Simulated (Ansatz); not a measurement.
**Phonons of Y3SbC antiperovskite**

The plan: relax Y3SbC antiperovskite, check its phonons, and, if the lattice is stable, compute its Eliashberg function and ρ(T).

Calculated with Ansatz 0.2.0; DFT PBE, scalar-relativistic, plane waves, PAW.

The structure was built from a prototype and need not be the compound's stable phase.

### Step 1. The starting structure

The structure is cubic, space group Pm-3m (No. 221). Conventional cell: a = 5.110 Å, b = 5.110 Å, c = 5.110 Å, α = 90.00°, β = 90.00°, γ = 90.00°. Nearest to Sb lie 12 Y at 3.61 Å. Nearest to Y lie 2 C at 2.56 Å and 4 Sb at 3.61 Å and 8 Y at 3.61 Å. C has 6 Y at 2.56 Å nearest. Farther neighbours are not listed.

### Step 2. Rough relaxation

Large forces or a large pressure at the start call for a first relaxation with loose thresholds.

File input.yaml:

```yaml
crystal:
  lattice:
    - [5.11006, 0.0, 0.0]
    - [0.0, 5.11006, 0.0]
    - [0.0, 0.0, 5.11006]
  atoms:
    - { symbol: Sb, position: [0.0, 0.0, 0.0] }
    - { symbol: "Y", position: [0.5, 0.5, 0.0] }
    - { symbol: "Y", position: [0.5, 0.0, 0.5] }
    - { symbol: "Y", position: [0.0, 0.5, 0.5] }
    - { symbol: C, position: [0.5, 0.5, 0.5] }
kpoints:
  mp_grid: { grid: [4, 4, 4] }
hamiltonian:
  xc: pbe
scf:
  occupations: { method: gaussian, width: 0.1 }
output:
  forces: true
  stress: true
  eigenvalues: true
relax:
  adjacent_minimum: "off"
  f_tol: 0.05
  max_steps: 80
  cell: { stress_tol: 0.5 }
```

Run with:

```sh
ansatz run input.yaml --threads 4 --pin off --max-ram 16384MiB --backend cpu --events-out ev --progress --plain --runs-dir out
```

Numbers of over 12 decimals in the logs are rounded to 6 here.

The program printed:

```text
The last accepted step is kept in <dir> (removed where the run ends without a failure and the disk answers)
Engine: ansatz 0.2.0, aarch64-unknown-linux-gnu
Pseudopotentials: kind: paw
Pseudopotential: Sb, paw, valence charge 15, recommended cutoff 420 eV (normal), Sb.paw.azcp
Pseudopotential: Y, paw, valence charge 11, recommended cutoff 420 eV (normal), Y.paw.azcp
Pseudopotential: C, paw, valence charge 4, recommended cutoff 420 eV (normal), C.paw.azcp
Functional definition: PBE
  parameter kappa = 0.804
  parameter beta = 0.066725
  exchange = pbe_x(kappa = kappa, mu = beta*pi^2/3)
  correlation = pbe_c(beta = beta)
Crystal: 5 atoms, lattice volume = 133.438 Å³
Basis set: ecut = 420 eV, 2553 PW (Γ), exchange–correlation on 72×72×72 points (8 copies of the dense FFT grid, shifted against one another)
Bands: 32, of which v1, the nominal top of the filled ones, is band 26 counted from 1 (25 counted from 0)
Symmetry: 48 space group operations
Space group: Pm-3m (ITA 221), of the structure as read, at distance tolerance 5.1e-5 Å
k-points: 10 of 64
Non-local potential: Sb, projectors of the file, l = 0: 2, l = 1: 2, l = 2: 2, l = 3: 2
Non-local potential: Y, projectors of the file, l = 0: 3, l = 1: 2, l = 2: 2, l = 3: 1
Non-local potential: C, projectors of the file, l = 0: 2, l = 1: 2, l = 2: 1
PAW form: soft (Blöchl's): semilocal exchange-correlation on the pseudo side does not see the compensation charge
PAW one-centre angular grid: Sb, 590 points (default); XC on 64 Gauss nodes
PAW one-centre angular grid: Y, 590 points (default); XC on 64 Gauss nodes
PAW one-centre angular grid: C, 110 points (default); XC on 64 Gauss nodes
Initial density: superposition of atomic densities (neutral atoms: chi_scale 0, normalization atom), corrected by the library's trained network
Initial wavefunctions: pseudopotential atomic-orbital guess
Functional: x = pbe(κ = 0.804, μ = 0.219515), c = pbe(β = 0.066725)
SCF iter   1: F=—  HF=-18284.311488 eV  |F-HF|=—  |Δ(HF+E_count)|=         —  Δρ=1.97e-3  dr2=7.67e-3  ethr=1.77e-3  ⟨swp⟩=5.7  Hψ=1324  notcnv=0
preconditioner: auto → Resta (q_TF=auto, 2.332 Å⁻¹)  ε∞=8.4  [insulator: Δε(μ)=0.186 eV  Ē_g=5.001 eV  σ=0.100 eV  W_gap=0.61  n_scr=26 (ndim 8)  ℏωp=13.6 eV  f_vac=0.000  D(μ)=2.98/eV (n_scr^D=18)  ε∞_Penn≈8.4]
SCF iter   2: F=—  HF=-18284.308979 eV  |F-HF|=—  |Δ(HF+E_count)|=   2.51e-3  Δρ=1.06e-3  dr2=1.20e-3  ethr=1.48e-5  ⟨swp⟩=2.1  Hψ=537  notcnv=0
SCF iter   3: F=—  HF=-18284.309207 eV  |F-HF|=—  |Δ(HF+E_count)|=   2.28e-4  Δρ=4.50e-4  dr2=3.24e-4  ethr=2.31e-6  ⟨swp⟩=2.0  Hψ=395  notcnv=0
SCF iter   4: F=—  HF=-18284.309247 eV  |F-HF|=—  |Δ(HF+E_count)|=   3.97e-5  Δρ=7.50e-5  dr2=7.75e-6  ethr=6.23e-7  ⟨swp⟩=2.0  Hψ=396  notcnv=0
SCF iter   5: F=—  HF=-18284.309266 eV  |F-HF|=—  |Δ(HF+E_count)|=   1.89e-5  Δρ=1.35e-5  dr2=2.48e-7  ethr=1.49e-8  ⟨swp⟩=2.2  Hψ=431  notcnv=0
SCF iter   6: F=-18284.309266 eV  HF=-18284.309266 eV  |F-HF|=3.50e-9  |Δ(HF+E_count)|=   6.99e-8  Δρ=4.08e-6  dr2=3.36e-8  ethr=1.92e-10  ⟨swp⟩=7.3  Hψ=1335  notcnv=0
SCF 1 converged in 6 iterations: F = -18284.309266 eV  dr2 = 3.36e-8
  greatest PAW one-centre occupation: 0.995 electrons in one spin orbital (limit 2), on the Sb atom at site 0 (counted from 0), in its partial waves of l = 2
relax step   1: F+E_penalty+E_count = -18284.30926597 eV  Δ(F+E_penalty+E_count) = +0.000e0 eV  max|allowed force component| = 2.369e-29 eV/Å  Δτ_max = 0.0000 Å  P = -8.554 GPa  Ω = 133.438 Å³  (6 SCF iters, dr2 threshold 1.00e-7 eV, accepted)
Crystal: 5 atoms, lattice volume = 114.858 Å³
Basis set: ecut = 420 eV, 2205 PW (Γ), exchange–correlation on 72×72×72 points (8 copies of the dense FFT grid, shifted against one another)
Initial density: handed on by an earlier stage of this run
Initial wavefunctions: those handed on with the density
iter 1 solved again at ethr=1.85e-3 eV; its pass at ethr=3.10e-3 eV (dr2=9.62e-1 eV) is discarded
SCF iter   1: F=—  HF=-18285.057898 eV  |F-HF|=—  |Δ(HF+E_count)|=         —  Δρ=1.77e-2  dr2=9.63e-1  ethr=1.85e-3  ⟨swp⟩=1.0  Hψ=1858  notcnv=0
preconditioner: auto → Resta (q_TF=auto, 2.391 Å⁻¹)  ε∞=8.1  [insulator: Δε(μ)=0.206 eV  Ē_g=5.536 eV  σ=0.100 eV  W_gap=0.68  n_scr=26 (ndim 8)  ℏωp=14.7 eV  f_vac=0.000  D(μ)=2.65/eV (n_scr^D=18)  ε∞_Penn≈8.1]
SCF iter   2: F=—  HF=-18284.868268 eV  |F-HF|=—  |Δ(HF+E_count)|=   1.90e-1  Δρ=4.89e-3  dr2=7.85e-2  ethr=1.85e-3  ⟨swp⟩=2.0  Hψ=450  notcnv=0
SCF iter   3: F=—  HF=-18284.849524 eV  |F-HF|=—  |Δ(HF+E_count)|=   1.87e-2  Δρ=2.37e-3  dr2=2.33e-2  ethr=1.51e-4  ⟨swp⟩=1.5  Hψ=410  notcnv=0
SCF iter   4: F=—  HF=-18284.842683 eV  |F-HF|=—  |Δ(HF+E_count)|=   6.84e-3  Δρ=8.12e-4  dr2=8.84e-4  ethr=4.49e-5  ⟨swp⟩=2.0  Hψ=388  notcnv=0  defer=1
SCF iter   5: F=—  HF=-18284.842535 eV  |F-HF|=—  |Δ(HF+E_count)|=   1.48e-4  Δρ=2.16e-4  dr2=1.05e-4  ethr=1.70e-6  ⟨swp⟩=2.0  Hψ=395  notcnv=0  defer=1
SCF iter   6: F=—  HF=-18284.842513 eV  |F-HF|=—  |Δ(HF+E_count)|=   2.17e-5  Δρ=4.66e-5  dr2=2.91e-6  ethr=2.02e-7  ⟨swp⟩=2.1  Hψ=541  notcnv=0  defer=2
SCF iter   7: F=-18284.842513 eV  HF=-18284.842513 eV  |F-HF|=2.67e-7  |Δ(HF+E_count)|=   1.92e-7  Δρ=1.45e-5  dr2=4.17e-7  ethr=9.62e-10  ⟨swp⟩=8.7  Hψ=1374  notcnv=0
SCF 2 converged in 7 iterations: F = -18284.842513 eV  dr2 = 4.17e-7
relax step   2: F+E_penalty+E_count = -18284.84251287 eV  Δ(F+E_penalty+E_count) = -5.332e-1 eV  max|allowed force component| = 4.825e-30 eV/Å  Δτ_max = 0.0000 Å  P = +0.679 GPa  Ω = 114.858 Å³  energy of the carried Pulay correction = +5.477e-3 eV  (7 SCF iters, dr2 threshold 5.00e-7 eV, accepted)
Crystal: 5 atoms, lattice volume = 116.045 Å³
Basis set: ecut = 420 eV, 2301 PW (Γ), exchange–correlation on 72×72×72 points (8 copies of the dense FFT grid, shifted against one another)
iter 1 solved again at ethr=1.10e-5 eV; its pass at ethr=3.10e-3 eV (dr2=5.71e-3 eV) is discarded
SCF iter   1: F=—  HF=-18284.845232 eV  |F-HF|=—  |Δ(HF+E_count)|=         —  Δρ=1.40e-3  dr2=5.94e-3  ethr=1.10e-5  ⟨swp⟩=2.6  Hψ=1552  notcnv=0
preconditioner: auto → Resta (q_TF=auto, 2.387 Å⁻¹)  ε∞=8.3  [insulator: Δε(μ)=0.219 eV  Ē_g=5.426 eV  σ=0.100 eV  W_gap=0.68  n_scr=26 (ndim 8)  ℏωp=14.6 eV  f_vac=0.000  D(μ)=2.63/eV (n_scr^D=18)  ε∞_Penn≈8.3]
SCF iter   2: F=—  HF=-18284.844101 eV  |F-HF|=—  |Δ(HF+E_count)|=   1.13e-3  Δρ=3.66e-4  dr2=4.18e-4  ethr=1.10e-5  ⟨swp⟩=2.0  Hψ=397  notcnv=0
SCF iter   3: F=—  HF=-18284.844003 eV  |F-HF|=—  |Δ(HF+E_count)|=   9.84e-5  Δρ=1.75e-4  dr2=1.28e-4  ethr=8.03e-7  ⟨swp⟩=2.0  Hψ=379  notcnv=0
SCF iter   4: F=—  HF=-18284.843963 eV  |F-HF|=—  |Δ(HF+E_count)|=   3.97e-5  Δρ=5.00e-5  dr2=3.97e-6  ethr=2.47e-7  ⟨swp⟩=2.0  Hψ=393  notcnv=0
SCF iter   5: F=-18284.843962 eV  HF=-18284.843962 eV  |F-HF|=2.31e-7  |Δ(HF+E_count)|=   6.43e-7  Δρ=1.36e-5  dr2=3.61e-7  ethr=9.62e-10  ⟨swp⟩=6.6  Hψ=1369  notcnv=0
SCF 3 converged in 5 iterations: F = -18284.843962 eV  dr2 = 3.61e-7
relax step   3: F+E_penalty+E_count = -18284.84396210 eV  Δ(F+E_penalty+E_count) = -1.449e-3 eV  max|allowed force component| = 4.107e-29 eV/Å  Δτ_max = 0.0000 Å  P = -0.178 GPa  Ω = 116.045 Å³  energy of the carried Pulay correction = +5.103e-3 eV  (5 SCF iters, dr2 threshold 5.00e-7 eV, accepted)
Initial wavefunctions: pseudopotential atomic-orbital guess (no wavefunctions were taken with the density)
iter 1 solved again at ethr=6.66e-8 eV; its pass at ethr=3.10e-3 eV (dr2=3.46e-5 eV) is discarded
SCF iter   1: F=—  HF=-18284.840647 eV  |F-HF|=—  |Δ(HF+E_count)|=         —  Δρ=1.65e-4  dr2=6.05e-6  ethr=6.66e-8  ⟨swp⟩=3.9  Hψ=2259  notcnv=0
preconditioner: auto → Resta (q_TF=auto, 2.387 Å⁻¹)  ε∞=8.2  [insulator: Δε(μ)=0.224 eV  Ē_g=5.431 eV  σ=0.100 eV  W_gap=0.68  n_scr=26 (ndim 8)  ℏωp=14.6 eV  f_vac=0.000  D(μ)=2.60/eV (n_scr^D=18)  ε∞_Penn≈8.2]
SCF iter   2: F=—  HF=-18284.840660 eV  |F-HF|=—  |Δ(HF+E_count)|=   1.22e-5  Δρ=8.54e-5  dr2=1.17e-6  ethr=1.16e-8  ⟨swp⟩=2.0  Hψ=397  notcnv=0
SCF iter   3: F=—  HF=-18284.840661 eV  |F-HF|=—  |Δ(HF+E_count)|=   1.57e-6  Δρ=2.97e-5  dr2=1.55e-7  ethr=2.25e-9  ⟨swp⟩=2.0  Hψ=401  notcnv=0
SCF iter   4: F=-18284.840662 eV  HF=-18284.840662 eV  |F-HF|=8.80e-10  |Δ(HF+E_count)|=   5.07e-7  Δρ=1.76e-6  dr2=4.36e-9  ethr=9.62e-12  ⟨swp⟩=4.4  Hψ=1363  notcnv=0
SCF 4 converged in 4 iterations: F = -18284.840662 eV  dr2 = 4.36e-9
relax step   4: F+E_penalty+E_count = -18284.84066159 eV  Δ(F+E_penalty+E_count) = +3.301e-3 eV  max|allowed force component| = 3.855e-29 eV/Å  Δτ_max = 0.0000 Å  P = -0.210 GPa  Ω = 116.045 Å³  stress off target by 2.10e-1 GPa  SCF on the basis re-selected at this cell (its energy is not comparable with the rows above)  (4 SCF iters)
basis re-selected at this cell: Δ(F+E_penalty+E_count) = +3.301e-3 eV, ΔP = -0.032 GPa vs the last step (what re-selecting the basis moved, of the pressure what is left beyond the Pulay correction that the steps carried, after the strain that the cell walked since its last selection, with what the two solves' SCF thresholds leave and, on support functions, any second-order correction that the steps lacked; it is no m [...]
SCF converged after 4 iterations
Free energy (F): -18284.840662 eV
Harris-Foulkes:  -18284.840662 eV  (|F-HF|=8.80e-10)
Internal energy: -18284.827639 eV  (E = F + TS)
E sigma→0 (E₀):  -18284.834150 eV
Entropy (-TS):   -0.013023 eV (-2.605 meV/atom)
Fermi energy:    11.900225 eV
--- Per-component energies (eV) ---
  E_band       = -413.893392
  E_kinetic    = 1215.362156
  E_local      = -3239.463030  (includes V_loc(G=0)·N_el)
  E_nonlocal   = 539.856069
  E_hartree    = 1245.808413
  E_xc         = -709.598485
  E_vxc        = -757.405400  (∫ρ·V_xc dr)
  E_paw        = -13152.234869  (= ΣΔE_a)
  E_vpaw       = -663.860924  (= ΣTr[D̂ρ^β])
  E_aug_tail   = 0.000014  (compensation charges beyond the density's cutoff)
  E_ewald      = -4184.557907
  E_smearing   = -0.013023  (= −TS)
  E_closure    = -0.000000  (closes the sum)
  Σ components = -18284.840662   (vs F -18284.840662, Δ=0.00e0)
--- Forces (eV/Å), atoms counted from 1 ---
  atom   1  Sb     0.00000000    -0.00000000    -0.00000000
  atom   2  Y     -0.00000000    -0.00000000     0.00000000
  atom   3  Y      0.00000000    -0.00000000    -0.00000000
  atom   4  Y      0.00000000    -0.00000000    -0.00000000
  atom   5  C      0.00000000    -0.00000000     0.00000000
  max |Σ_I F_I| component: 8.07e-29 eV/Å
--- Stress (GPa, compression-positive) ---
       -0.209514      -0.000000      -0.000000
       -0.000000      -0.209514       0.000000
       -0.000000       0.000000      -0.209514
  P = ⅓ Tr σ = -0.2095 GPa (-2.095 kbar)
--- Band table (eV; the first three rows and the last of 10) ---
  k-point 0: bands = [... 22 lower, 10.2638, 10.2638, 10.9887, 10.9887, 10.9887, 11.6306, 11.6306, 11.6306, ... 2 higher]
  k-point 1: bands = [... 22 lower, 10.0313, 10.5198, 10.5198, 10.7814, 11.2090, 11.4156, 12.8284, 12.8284, ... 2 higher]
  k-point 2: bands = [... 22 lower, 9.1192, 10.3349, 10.3349, 11.5305, 11.5910, 12.8219, 12.9075, 13.1613, ... 2 higher]
  k-point 9: bands = [... 22 lower, 8.8723, 8.8723, 8.8723, 12.3215, 12.3215, 12.3215, 13.1967, 13.1967, ... 2 higher]
--- Relaxed structure (3 steps of the walk, 3 accepted, 1 SCFs on fresh bases) ---
  F+E_penalty+E_count = -18284.84066159 eV   max|allowed force component| = 3.855e-29 eV/Å   (the final SCF, on the basis selected at the relaxed cell)
  cell:  # Å, volume = 116.0451 Å³
    - [4.877631, 0, 0]
    - [0, 4.877631, 0]
    - [0, 0, 4.877631]
  atoms:
    - { symbol: Sb, position: [0, 0, 0] }
    - { symbol: Y, position: [0.500000, 0.500000, 0] }
    - { symbol: Y, position: [0.500000, 0, 0.500000] }
    - { symbol: Y, position: [0, 0.500000, 0.500000] }
    - { symbol: C, position: [0.500000, 0.500000, 0.500000] }
```

Run time: 3.2 s. Hardware: 4 threads of Arm Neoverse V1, shared host; peak memory 0.38 GiB.

The steps of the relaxation:

```
step  energy less that of the first step (eV)  largest force component (eV/Å)  pressure (GPa)  volume (Å³)
   1                                   0.0000                          0.0000           -8.55       133.44
   2                                  -0.5332                          0.0000            0.68       114.86
   3                                  -0.5347                          0.0000           -0.18       116.05
  4*                                  -0.5314                          0.0000           -0.21       116.05
```

Relaxation steps marked * repeat the geometry before them on a plane-wave basis chosen anew for their cell, so energy and pressure can jump there.

The run keeps the 48 symmetry operations that it works with, so distortions that break them were not tested.

```csv
"conventional cell, symmetrised",before,after,change
a (Å),5.110,4.878,-4.5 %
b (Å),5.110,4.878,-4.5 %
c (Å),5.110,4.878,-4.5 %
volume (Å³/atom),26.69,23.21,-13.0 %
```

The relaxed structure:

```xyz
5
Lattice="4.8776 0.0000 0.0000 0.0000 4.8776 0.0000 0.0000 0.0000 4.8776" Properties=species:S:1:pos:R:3 pbc="T T T"
Sb    0.0000    0.0000    0.0000
Y     2.4388    2.4388    0.0000
Y     2.4388    0.0000    2.4388
Y     0.0000    2.4388    2.4388
C     2.4388    2.4388    2.4388
```

Numbers from this step:

- pressure: -0.2095 GPa
- volume per atom: 23.21 Å³
- metallic on mesh: yes
- gap on the k-mesh: 0 eV

The largest force is now zero by symmetry and the largest stress component 0.21 GPa.

### Step 3. Relaxation

Lattice constant and positions set the bands and the force constants, so the cell is relaxed first.

input.yaml, the sections that differ from step 2:

```yaml
crystal:
  lattice:
    - [4.877630576, 0.0, 0.0]
    - [0.0, 4.877630576, 0.0]
    - [0.0, 0.0, 4.877630576]
  atoms:
    - { symbol: Sb, position: [0.0, 0.0, 0.0] }
    - { symbol: "Y", position: [0.5, 0.5, 0.0] }
    - { symbol: "Y", position: [0.5, 0.0, 0.5] }
    - { symbol: "Y", position: [0.0, 0.5, 0.5] }
    - { symbol: C, position: [0.5, 0.5, 0.5] }
kpoints:
  mp_grid: { grid: [6, 6, 6] }
relax:
  adjacent_minimum: "off"
  f_tol: 0.005
  max_steps: 80
  cell: { stress_tol: 0.05 }
# hamiltonian, scf, output: as in step 2
```

The program printed:

```text
[the first part of the log is left out]
  E_ewald      = -4188.726400
  E_smearing   = -0.012393  (= −TS)
  E_closure    = -0.000000  (closes the sum)
  Σ components = -18284.783225   (vs F -18284.783225, Δ=0.00e0)
[...]
--- Stress (GPa, compression-positive) ---
       -0.002258      -0.000000      -0.000000
       -0.000000      -0.002258      -0.000000
       -0.000000      -0.000000      -0.002258
  P = ⅓ Tr σ = -0.0023 GPa (-0.023 kbar)
--- Band table (eV; the first three rows and the last of 20) ---
[...]
--- Relaxed structure (3 steps of the walk, 2 accepted, 1 SCFs on fresh bases) ---
[...]
cell:  # Å, volume = 115.6990 Å³
    - [4.872777, 0, 0]
    - [0, 4.872777, 0.0]
    - [0, 0.0, 4.872777]
  atoms:
    - { symbol: Sb, position: [0, 0, 0] }
    - { symbol: Y, position: [0.5, 0.5, 0] }
    - { symbol: Y, position: [0.5, 0, 0.5] }
    - { symbol: Y, position: [0, 0.5, 0.5] }
    - { symbol: C, position: [0.5, 0.5, 0.5] }
```

Wall time 5.2 s (4 threads); peak memory 0.42 GiB.

Little changed from the start: no atom moved by 0.005 Å and no cell edge by 0.1 %.

Numbers from this step:

```yaml
pressure: -0.002258 GPa
volume_per_atom: 23.14 Å³
```

The largest force is now zero by symmetry and the largest stress component 0.0023 GPa, small enough for phonons.

(Part 1 of 2 ends here.)

[Logs are printed without paths, hosts, clocks, repeated set-up lines and the standing remarks that a program may print on its own settings, such as how far it seeks lower states.]

[Hosts, paths, dates, database ids (printed as entryN), source tags and the programs' standing remarks are cut or masked in the printed files.]
